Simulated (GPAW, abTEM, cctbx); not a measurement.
## ScSiPb: the scripts behind a bonding study

Short scripts, each with its output. The cell comes from substitution in a known structure type and wasn't matched to any measured phase.

**1. Build the all-electron density and subtract free atoms**

```text
cell
1.0
     4.192344870    0.000000000    0.000000000
     0.000000000    4.192344870    0.000000000
     0.000000000    0.000000000    8.040324260
Pb Sc Si
2 2 2
Direct
0.500000000 0.500000000 0.000000000
0.000000000 0.000000000 0.000000000
0.000000000 0.500000000 0.343104540
0.500000000 0.000000000 0.656895460
0.000000000 0.500000000 0.675677340
0.500000000 0.000000000 0.324322660
```

```python
import numpy as np
from ase.io import read
from ase.units import Bohr
from gpaw import GPAW, PW, FermiDirac
from gpaw.calculator import GPAW as OldGPAW
from gpaw.mpi import serial_comm, world
from scipy.special import erfc
from scipy.spatial import cKDTree

atoms = read("cell.vasp")
atoms.calc = GPAW(mode=PW(450), xc="PBE", kpts={"size": (6, 6, 3), "gamma": True},
                 occupations=FermiDirac(0.1), maxiter=120, symmetry={"tolerance": 1e-5}, txt="scf.txt")
atoms.get_potential_energy()
rho = atoms.calc.get_all_electron_density(gridrefinement=2)
moments = atoms.get_magnetic_moments() if atoms.calc.get_number_of_spins() == 2 else np.zeros(len(atoms))
total = atoms.get_magnetic_moment() if moments.any() else 0.0
if world.rank == 0:
    free = OldGPAW(mode=PW(450), xc="PBE", txt=None, communicator=serial_comm)
    neutral = atoms.copy()
    neutral.set_initial_magnetic_moments(None)
    free.initialize(neutral)
    free.set_positions(neutral)
    drho = rho - free.get_all_electron_density(gridrefinement=2)
    # GPAW starts from confined atoms: exchange their smooth part for that of the datasets' free atoms
    h = np.stack(np.meshgrid(*[np.fft.fftfreq(n, 1 / n) for n in drho.shape], indexing="ij"), -1)
    gabs = np.linalg.norm(h @ atoms.cell.reciprocal(), axis=-1)
    tails = np.fft.fftn(free.get_pseudo_density(gridrefinement=2))
    g, form, v0 = np.linspace(0, gabs.max(), 1500), {}, 0
    for e in set(atoms.symbols):
        idx = atoms.symbols.search(e)
        d = free.setups[idx[0]].data
        r, w = d.rgd.r_g * Bohr, d.rgd.r_g**2 * d.rgd.dr_g
        j0 = np.sinc(2 * g[:, None] * r)
        smooth = sum(f * p**2 for f, p in zip(d.f_j, d.phit_jg)) + np.sqrt(4 * np.pi) * d.nct_g
        full = sum(f * p**2 for f, p in zip(d.f_j, d.phi_jg)) + np.sqrt(4 * np.pi) * d.nc_g
        phase = sum(np.exp(-2j * np.pi * h @ s) for s in atoms.get_scaled_positions()[idx])
        tails -= np.interp(gabs, g, j0 @ (smooth * w)) * phase * drho.size / atoms.get_volume()
        form[e] = j0 @ (full * w)
        v0 += 2 * np.pi / 3 * 14.3996 * (full * w * r**2).sum() * len(idx)  # V A^3
    tails *= 0.5 * erfc((gabs - 1.8) / 0.25)  # the tails differ at long wavelengths alone
    drho += np.fft.ifftn(tails).real  # crystal minus superposed spherical free atoms
    np.save("drho.npy", drho)
    dv = atoms.get_volume() / drho.size
    print("grid", drho.shape, " electrons %.3f" % (rho.sum() * dv), " moved by bonding %.3f e" % (abs(drho).sum() * dv / 2))
    pts = np.indices(drho.shape).reshape(3, -1).T / drho.shape @ atoms.cell
    shifts = (np.indices((3, 3, 3)).reshape(3, -1).T - 1) @ atoms.cell
    images = (atoms.positions[None] + shifts[:, None]).reshape(-1, 3)
    dist, idx = cKDTree(images).query(pts, k=4)
    out = drho.ravel()[dist[:, 0] > 0.5]
    print("deformation density beyond 0.5 A of the nuclei: max %.3f, min %.3f e/A^3" % (out.max(), out.min()))
    tie = dist < dist[:, :1] + 1e-4
    q = -np.bincount((idx % len(atoms))[tie], (drho.ravel()[:, None] / tie.sum(1, keepdims=True) * tie)[tie], len(atoms)) * dv
    print("atom        x       y       z   Voronoi charge  moment")
    for a, s, c, m in zip(atoms, atoms.get_scaled_positions(), q, moments):
        print("%-2s%-3d %7.4f %7.4f %7.4f %10.3f %10.2f" % (a.symbol, a.index + 1, *s, c, m))
    np.savez("free.npz", g=g, **form)
    print("mean inner potential of superposed free atoms %.3f V" % (v0 / atoms.get_volume()))
    print("total magnetic moment %.3f muB" % total)
```

```console
$ OMP_NUM_THREADS=1 mpirun -n 4 gpaw python run.py > gpaw.log
```

```text
grid (42, 42, 80)  electrons 234.000  moved by bonding 0.989 e
deformation density beyond 0.5 A of the nuclei: max 0.215, min -0.088 e/A^3
atom        x       y       z   Voronoi charge  moment
Pb1    0.5000  0.5000  0.0000      0.066       0.00
Pb2    0.0000  0.0000  0.0000      0.066       0.00
Sc3    0.0000  0.5000  0.3431      0.185       0.00
Sc4    0.5000  0.0000  0.6569      0.185       0.00
Si5    0.0000  0.5000  0.6757     -0.251       0.00
Si6    0.5000  0.0000  0.3243     -0.251       0.00
mean inner potential of superposed free atoms 18.797 V
total magnetic moment 0.000 muB
```

Time: 16 s on 4 cores of Arm Neoverse V2 (shared host), peak memory 0.91 GiB.

**2. Fourier-transform the difference**

```python
from cctbx import adptbx, crystal, miller, xray
from cctbx.eltbx import tiny_pse
import numpy as np

cs = crystal.symmetry(unit_cell=(4.1923, 4.1923, 8.0403, 90, 90, 90), space_group_symbol='Hall: P 4ab 2ab -1ab')  # P4/nmm
atoms = [  # label, site, U (iso, or U11 U22 U33 U12 U13 U23 in A^2), occupancy
    ("Pb1", (0.5, 0.5, 0), 0.0000, 1),
    ("Sc1", (0, 0.5, 0.3431), 0.0000, 1),
    ("Si1", (0, 0.5, 0.67568), 0.0000, 1),
]
xs = xray.structure(crystal_symmetry=cs)
for label, site, u, occ in atoms:
    u = adptbx.u_cif_as_u_star(cs.unit_cell(), u) if isinstance(u, tuple) else u
    xs.add_scatterer(xray.scatterer(label, site=site, u=u, occupancy=occ))
xs.scattering_type_registry(table="wk1995")
drho = np.load("drho.npy")
T = np.array([[1, 0, 0], [0, 1, 0], [0, 0, 1]])  # conventional axes in terms of the primitive ones
dF = np.fft.ifftn(drho) * 141.31477  # electrons a conventional cell, indexed by primitive hkl
ms = miller.build_set(cs, anomalous_flag=False, d_min=0.9).sort("resolution")
iam = ms.structure_factors_from_scatterers(xs, algorithm="direct").f_calc()
p1 = xs.expand_to_p1()
z = np.array([tiny_pse.table(sc.scattering_type).atomic_number() for sc in p1.scatterers()])
x = np.array(p1.sites_frac())
free = np.load("free.npz")
print("static structure factors of the conventional cell: F in electrons, V (Mott-Bethe) in volts")
print("   h  k  l      d  |F| table  |F| free   |F| DFT   change   |V| free  |V| DFT  change %")
for h, d, table in list(zip(ms.indices(), ms.d_spacings().data(), iam.data()))[:16]:
    df = dF[tuple(np.rint(np.linalg.solve(T, h)).astype(int))]
    phase = np.exp(2j * np.pi * x @ h)
    f = sum(np.interp(1 / d, free["g"], free[sc.scattering_type]) * p for sc, p in zip(p1.scatterers(), phase))
    fz = (z * phase).sum()
    c = 14.3996 * d * d / (np.pi * cs.unit_cell().volume())
    v0, v1 = abs(fz - f) * c, abs(fz - f - df) * c
    print("%4d%3d%3d %7.4f %9.3f %9.3f %9.3f %8.3f %9.3f %8.3f %8s" % (h + (d, abs(table), abs(f), abs(f + df), abs(f + df) - abs(f), v0, v1, "%.1f" % (100 * (v1 / v0 - 1)) if v0 > 0.02 else "-")))
```

```console
$ python run.py
```

```text
static structure factors of the conventional cell: F in electrons, V (Mott-Bethe) in volts
   h  k  l      d  |F| table  |F| free   |F| DFT   change   |V| free  |V| DFT  change %
   0  0  1  8.0403   126.600   126.423   126.201   -0.222     3.734    4.200     12.5
   0  0  2  4.0202   124.180   123.997   123.925   -0.072     3.650    3.688      1.0
   1  0  1  3.7173     8.650     8.605     8.373   -0.232     0.632    0.736     16.4
   1  1  0  2.9644    91.435    91.347    91.321   -0.026     0.756    0.764      1.0
   1  0  2  2.9016    12.911    12.820    12.618   -0.202     0.912    0.967      6.0
   1  1  1  2.7814   168.832   168.747   168.705   -0.042     7.791    7.802      0.1
   0  0  3  2.6801   191.390   191.305   191.255   -0.050     9.688    9.700      0.1
   1  1  2  2.3859   160.406   160.347   160.076   -0.271     6.775    6.825      0.7
   1  0  3  2.2581     8.460     8.454     8.354   -0.100     0.656    0.673      2.5
   2  0  0  2.0962   179.000   178.932   178.529   -0.403     7.848    7.906      0.7
   2  0  1  2.0284   108.308   108.293   108.236   -0.057     2.657    2.665      0.3
   0  0  4  2.0101   106.903   106.895   106.976    0.081     2.582    2.571     -0.4
   1  1  3  1.9881    86.474    86.472    86.588    0.115     1.108    1.093     -1.3
   2  0  2  1.8587   107.543   107.529   107.614    0.085     2.626    2.616     -0.4
   2  1  1  1.8259     6.579     6.567     6.781    0.214     0.373    0.350     -6.2
   1  0  4  1.8125     2.454     2.447     2.672    0.226     0.102    0.078    -23.5
```

Time: 0.25 s on 1 core of Arm Neoverse V2 (shared host), peak memory 0.08 GiB.

**3. Propagate a plane wave with and without the bonding term**

```python
import abtem
import numpy as np
from ase.build import make_supercell
from ase.io import read

abtem.config.set({"dask.lazy": False, "fft": "fftw", "diagnostics.progress_bar": False})
M = [[-1, 1, 0], [0, 0, 1], [1, 1, 0]]  # rows: x, y and beam direction in the primitive cell's axes
unit = make_supercell(read("cell.vasp"), M)
unit.set_cell(list(unit.cell.lengths()) + [90, 90, 90], scale_atoms=True)
unit.positions[:, 2] += 0.7411  # keeps atomic planes off the slice boundaries
unit.wrap()
slab = unit * (1, 1, 104)
print(slab.get_chemical_formula(), "| box %.2f x %.2f x %.2f A" % tuple(slab.cell.lengths()))

# change of the potential by bonding, from the DFT deformation density (Poisson's equation term by term)
drho = np.load("drho.npy")
prim = read("cell.vasp")
h = np.stack(np.meshgrid(*[np.fft.fftfreq(n, 1 / n) for n in drho.shape], indexing="ij"), -1).reshape(-1, 3).astype(int)
g2 = ((h @ prim.cell.reciprocal()) ** 2).sum(1)
keep = (g2 > 0) & (g2 < 2.5**2)
shape = (170, 230, 36)
vg = np.zeros(shape, complex)
hm = h[keep] @ np.array(M).T
move = np.exp(-2j * np.pi * hm[:, 2] * (0.7411 / unit.cell[2, 2] - 0.5 / shape[2]))  # the same shift, sampled at mid-points
vg[tuple(hm.T % np.array(shape)[:, None])] = -14.3996 / np.pi * (np.fft.fftn(drho).ravel() / drho.size)[keep] / g2[keep] * move
dV = np.fft.ifftn(vg).real * vg.size
dV = dV.reshape(170, 230, 4, 9).mean(3) * unit.cell[2, 2] / 4  # V A, projected in each slice
dV = np.tile(dV.transpose(2, 0, 1), (104, 1, 1))


def build(atoms):
    p = abtem.Potential(atoms, gpts=(170, 230), slice_thickness=[slab.cell[2, 2] / 416] * 416,
                        parametrization="lobato", projection="infinite", exit_planes=32).build()
    p.array[:] += BONDING * dV
    return p


def potentials():
    yield build(slab)  # atoms at rest


for label, BONDING in (("IAM", 0.0), ("DFT", 1.0)):
    print("=====", label)
    potential = build(slab)
    print("grid", potential.gpts, "slices", potential.num_slices)
    thickness = potential.exit_thicknesses
    wave = abtem.PlaneWave(energy=200000)
    dp = np.mean([wave.multislice(p).diffraction_patterns(max_angle="valid").array for p in potentials()], axis=0)
    hkl = [(0, 0, 0), (0, 0, 1), (0, 0, 2), (1, -1, 0), (1, -1, 1), (0, 0, 3), (1, -1, 2)]
    nx, ny = dp.shape[-2:]
    print("intensity of each beam, fraction of the incident wave")
    print("  t (A)" + "".join("%9s" % " ".join(map(str, h)) for h in hkl) + "  diffuse    total")
    grid = np.zeros((nx, ny), bool)
    grid[nx // 2 % 1::1, ny // 2 % 1::1] = True
    for t, a in list(zip(thickness, dp))[1:]:
        idx = [np.rint(np.array(M) @ np.linalg.solve([[1, 0, 0], [0, 1, 0], [0, 0, 1]], h)).astype(int) for h in hkl]
        print("%7.1f" % t + "".join("%9.5f" % a[nx // 2 + i[0] * 1, ny // 2 + i[1] * 1] for i in idx) + "%9.4f%9.4f" % (a[~grid].sum(), a.sum()))
```

```console
$ python run.py
```

```text
Pb416Sc416Si416 | box 5.93 x 8.04 x 616.60 A
===== IAM
grid (170, 230) slices 416
intensity of each beam, fraction of the incident wave
  t (A)    0 0 0    0 0 1    0 0 2   1 -1 0   1 -1 1    0 0 3   1 -1 2  diffuse    total
   47.4  0.64930  0.00101  0.00095  0.00631  0.01556  0.03181  0.00971   0.0000   0.9895
   94.9  0.42172  0.01866  0.01417  0.01426  0.02038  0.03500  0.01259   0.0000   0.9722
  142.3  0.51603  0.05276  0.03069  0.01533  0.01183  0.01020  0.00647   0.0000   0.9482
  189.7  0.36192  0.04961  0.01863  0.00396  0.01903  0.03136  0.01105   0.0000   0.9279
  237.2  0.40322  0.02760  0.00716  0.00294  0.01215  0.02680  0.00769   0.0000   0.9187
  284.6  0.65883  0.03678  0.01079  0.00325  0.00072  0.00138  0.00033   0.0000   0.9156
  332.0  0.53662  0.02291  0.00242  0.00338  0.00507  0.01068  0.00274   0.0000   0.9142
  379.4  0.43505  0.00662  0.00877  0.02790  0.00621  0.01464  0.00206   0.0000   0.9113
  426.9  0.51737  0.04094  0.02771  0.01706  0.00470  0.00314  0.00102   0.0000   0.9066
  474.3  0.35154  0.04780  0.02174  0.00463  0.01531  0.02140  0.00308   0.0000   0.8997
  521.7  0.28843  0.03924  0.02139  0.02089  0.01572  0.02740  0.00175   0.0000   0.8922
  569.2  0.47327  0.05570  0.03235  0.00477  0.00430  0.00460  0.00148   0.0000   0.8870
  616.6  0.41610  0.03334  0.01824  0.01897  0.00802  0.01023  0.00023   0.0000   0.8848
===== DFT
grid (170, 230) slices 416
intensity of each beam, fraction of the incident wave
  t (A)    0 0 0    0 0 1    0 0 2   1 -1 0   1 -1 1    0 0 3   1 -1 2  diffuse    total
   47.4  0.64629  0.00185  0.00084  0.00598  0.01573  0.03221  0.01003   0.0000   0.9895
   94.9  0.41104  0.02343  0.01307  0.01205  0.02127  0.03724  0.01351   0.0000   0.9721
  142.3  0.51524  0.05316  0.02970  0.01529  0.01159  0.01081  0.00688   0.0000   0.9480
  189.7  0.38409  0.04009  0.01896  0.00661  0.01727  0.03038  0.01115   0.0000   0.9277
  237.2  0.43612  0.01531  0.00498  0.00172  0.01171  0.02866  0.00852   0.0000   0.9190
  284.6  0.70203  0.01906  0.00724  0.00293  0.00066  0.00199  0.00070   0.0000   0.9165
  332.0  0.57029  0.00889  0.00163  0.00175  0.00526  0.01355  0.00452   0.0000   0.9153
  379.4  0.43741  0.00830  0.00561  0.01983  0.00775  0.02056  0.00511   0.0000   0.9121
  426.9  0.51794  0.04471  0.02059  0.01428  0.00515  0.00626  0.00246   0.0000   0.9065
  474.3  0.37438  0.04481  0.01525  0.00062  0.01395  0.02421  0.00569   0.0000   0.8978
  521.7  0.33747  0.03037  0.00924  0.01211  0.01497  0.03048  0.00400   0.0000   0.8892
  569.2  0.55236  0.03932  0.01544  0.00290  0.00332  0.00522  0.00046   0.0000   0.8842
  616.6  0.48938  0.02017  0.00841  0.01105  0.00687  0.01137  0.00036   0.0000   0.8829
```

Time: 11 s.

**4. Rock the beam across one reflection**

```python
import abtem
import numpy as np
from ase.build import make_supercell
from ase.io import read

abtem.config.set({"dask.lazy": False, "fft": "fftw", "diagnostics.progress_bar": False})
M = [[-1, 1, 0], [0, 0, 1], [1, 1, 0]]  # rows: x, y and beam direction in the primitive cell's axes
unit = make_supercell(read("cell.vasp"), M)
unit.set_cell(list(unit.cell.lengths()) + [90, 90, 90], scale_atoms=True)
unit.positions[:, 2] += 0.7411  # keeps atomic planes off the slice boundaries
unit.wrap()
slab = unit * (1, 1, 152)
print(slab.get_chemical_formula(), "| box %.2f x %.2f x %.2f A" % tuple(slab.cell.lengths()))

# change of the potential by bonding, from the DFT deformation density (Poisson's equation term by term)
drho = np.load("drho.npy")
prim = read("cell.vasp")
h = np.stack(np.meshgrid(*[np.fft.fftfreq(n, 1 / n) for n in drho.shape], indexing="ij"), -1).reshape(-1, 3).astype(int)
g2 = ((h @ prim.cell.reciprocal()) ** 2).sum(1)
keep = (g2 > 0) & (g2 < 2.5**2)
shape = (132, 179, 36)
vg = np.zeros(shape, complex)
hm = h[keep] @ np.array(M).T
move = np.exp(-2j * np.pi * hm[:, 2] * (0.7411 / unit.cell[2, 2] - 0.5 / shape[2]))  # the same shift, sampled at mid-points
vg[tuple(hm.T % np.array(shape)[:, None])] = -14.3996 / np.pi * (np.fft.fftn(drho).ravel() / drho.size)[keep] / g2[keep] * move
dV = np.fft.ifftn(vg).real * vg.size
dV = dV.reshape(132, 179, 4, 9).mean(3) * unit.cell[2, 2] / 4  # V A, projected in each slice
dV = np.tile(dV.transpose(2, 0, 1), (152, 1, 1))


def build(atoms):
    p = abtem.Potential(atoms, gpts=(132, 179), slice_thickness=[slab.cell[2, 2] / 608] * 608,
                        parametrization="lobato", projection="infinite", exit_planes=152).build()
    p.array[:] += BONDING * dV
    return p


def potentials():
    yield build(slab)  # atoms at rest


for label, BONDING in (("IAM", 0.0), ("DFT", 1.0)):
    print("=====", label)
    potential = build(slab)
    print("grid", potential.gpts, "slices", potential.num_slices)
    thickness = potential.exit_thicknesses
    h = np.array(M) @ np.linalg.solve(np.array([[1, 0, 0], [0, 1, 0], [0, 0, 1]]), [0, 0, 1])
    ix, iy = round(h[0]) * 1, round(h[1]) * 1
    gxy = h[:2] / unit.cell.lengths()[:2]
    along = gxy / np.hypot(*gxy)
    across = np.array([-along[1], along[0]])
    bragg = 500 * abtem.PlaneWave(energy=200000).wavelength * np.hypot(*gxy)
    print("Bragg angle %.3f mrad; beam tilted 46 mrad off the zone axis across the row" % bragg)
    print("dark-field intensity of 0 0 1 against tilt along the row, in Bragg angles")
    print("  t (A)" + "".join("%8.2f" % s for s in [0.2, 0.4, 0.6, 0.8, 1.0, 1.2, 1.4, 1.6, 1.8, 2.0, 2.2, 2.4, 2.6]))
    rows = []
    row = [(n * ix, n * iy) for n in range(-8, 9)]
    for s in [0.2, 0.4, 0.6, 0.8, 1.0, 1.2, 1.4, 1.6, 1.8, 2.0, 2.2, 2.4, 2.6]:
        tilt = -s * bragg * along + 46 * across
        dp = abtem.PlaneWave(energy=200000, tilt=tuple(tilt)).multislice(potential).diffraction_patterns(max_angle="valid").array
        rows.append(dp[:, dp.shape[1] // 2 + ix, dp.shape[2] // 2 + iy])
        if s == 1.0:
            cx, cy = dp.shape[1] // 2, dp.shape[2] // 2
            share = sum(dp[:, cx + i, cy + j] for i, j in row if abs(i) < cx and abs(j) < cy) / dp.sum(axis=(1, 2))
            total = dp.sum(axis=(1, 2))
    for t, a in list(zip(thickness, np.array(rows).T))[1:]:
        print("%7.1f" % t + "".join("%8.4f" % v for v in a))
    print("at the Bragg tilt, share in the row:", share[1:].round(3).tolist(), "total:", total[1:].round(3).tolist())
```

```console
$ python run.py
```

```text
Pb608Sc608Si608 | box 5.93 x 8.04 x 901.19 A
===== IAM
grid (132, 179) slices 608
Bragg angle 1.560 mrad; beam tilted 46 mrad off the zone axis across the row
dark-field intensity of 0 0 1 against tilt along the row, in Bragg angles
  t (A)    0.20    0.40    0.60    0.80    1.00    1.20    1.40    1.60    1.80    2.00    2.20    2.40    2.60
  225.3  0.0872  0.0882  0.0884  0.0880  0.0877  0.0881  0.0887  0.0885  0.0876  0.0859  0.0833  0.0794  0.0738
  450.6  0.0421  0.0261  0.0113  0.0070  0.0073  0.0072  0.0114  0.0261  0.0422  0.0462  0.0371  0.0264  0.0197
  675.9  0.0281  0.0396  0.0564  0.0612  0.0591  0.0599  0.0551  0.0394  0.0288  0.0265  0.0180  0.0198  0.0163
  901.2  0.0312  0.0353  0.0174  0.0132  0.0319  0.0140  0.0180  0.0360  0.0313  0.0171  0.0757  0.0807  0.1018
at the Bragg tilt, share in the row: [0.7350000143051147, 0.6290000081062317, 0.5019999742507935, 0.38600000739097595] total: [0.9860000014305115, 0.9760000109672546, 0.968999981880188, 0.9679999947547913]
===== DFT
grid (132, 179) slices 608
Bragg angle 1.560 mrad; beam tilted 46 mrad off the zone axis across the row
dark-field intensity of 0 0 1 against tilt along the row, in Bragg angles
  t (A)    0.20    0.40    0.60    0.80    1.00    1.20    1.40    1.60    1.80    2.00    2.20    2.40    2.60
  225.3  0.0839  0.0856  0.0864  0.0863  0.0861  0.0864  0.0867  0.0860  0.0843  0.0818  0.0783  0.0735  0.0670
  450.6  0.0542  0.0385  0.0245  0.0209  0.0211  0.0212  0.0248  0.0387  0.0545  0.0572  0.0473  0.0342  0.0259
  675.9  0.0189  0.0303  0.0506  0.0602  0.0601  0.0591  0.0496  0.0302  0.0194  0.0178  0.0089  0.0109  0.0088
  901.2  0.0367  0.0470  0.0330  0.0217  0.0289  0.0225  0.0339  0.0477  0.0366  0.0218  0.0920  0.0984  0.0998
at the Bragg tilt, share in the row: [0.7310000061988831, 0.6269999742507935, 0.4959999918937683, 0.3610000014305115] total: [0.9860000014305115, 0.9760000109672546, 0.968999981880188, 0.9679999947547913]
```

Time: 57 s.

[Outputs are excerpts: Python notices, other lines and further rows are left out; steps that failed or that the build refused (PBEsol, TPSS) are not shown.]

[Logs are printed without paths, hosts, clocks, repeated set-up lines and the standing remarks that a program may print on its own settings, such as how far it seeks lower states.]
